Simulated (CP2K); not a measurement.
Two runs for the C K edge of 2-fluorothiophene. Run A: CP2K XAS_TDP, all-electron GAPW, PBEh(45%), aug-cc-pVDZ, TDA, no relativity. Run B differs in one setting.

First lines with a strength over 0.0015. A:

```csv
atom,energy (eV),states,"strength, one atom"
"C2 (bonded to C, F and S)",283.94,1,0.0580
,285.99,1,0.0447
,286.67,1,0.0260
,287.90,1,0.0015
,288.82,1,0.0054
C3 (bonded to 2 C and H),282.08,1,0.0420
,284.03,1,0.0114
,284.46,1,0.0099
,284.84,1,0.0019
,285.39,1,0.0050
C4 (bonded to 2 C and H),281.81,1,0.0478
,284.44,1,0.0087
,284.52,1,0.0105
,284.92,1,0.0063
,286.16,1,0.0020
"C5 (bonded to C, S and H)",282.01,1,0.0484
,284.06,1,0.0329
,285.03,1,0.0141
,286.11,1,0.0042
,286.48,1,0.0019
```

B:

```csv
atom,energy (eV),states,"strength, one atom"
"C2 (bonded to C, F and S)",271.01,1,0.0226
,271.65,1,0.0076
,272.37,1,0.0029
,272.51,1,0.0128
,273.12,1,0.0027
C3 (bonded to 2 C and H),268.31,1,0.0036
,269.91,1,0.0021
,269.99,1,0.0215
,270.94,1,0.0042
,271.74,1,0.0029
C4 (bonded to 2 C and H),268.41,1,0.0077
,269.12,1,0.0019
,270.06,1,0.0229
,271.88,2,0.0043
,272.75,1,0.0022
"C5 (bonded to C, S and H)",268.93,1,0.0202
,269.75,1,0.0057
,269.90,1,0.0033
,270.42,1,0.0062
,271.60,1,0.0061
```

Question: Which was it: GW2X switched on, scalar relativity switched on, the functional, the basis?

The functional (functional from PBEh(45%) to PBE; the lines alone don't name the new value). A functional moves all lines by electronvolts and changes their spacings and strengths. Against PBEh(45%) in aug-cc-pVDZ, the leading lines move by -12.93 eV (C2, to 271.01) and -13.08 eV (C5, to 268.93); the strength of C2's goes from 0.0580 to 0.0226, so the two may not be the same state. For C3 and C4 the rule picks another line of the list in the two runs, so no shift is given. The next line of C2 over the strength cut lies 0.64 eV higher, against 2.05.

[Banner, clock and machine lines of the logs are left out without a mark of their own.]

[Logs are printed without paths, hosts, clocks, repeated set-up lines and the standing remarks that a program may print on its own settings, such as how far it seeks lower states.]

[Hosts, paths, dates, database ids (printed as entryN), source tags and the programs' standing remarks are cut or masked in the printed files.]
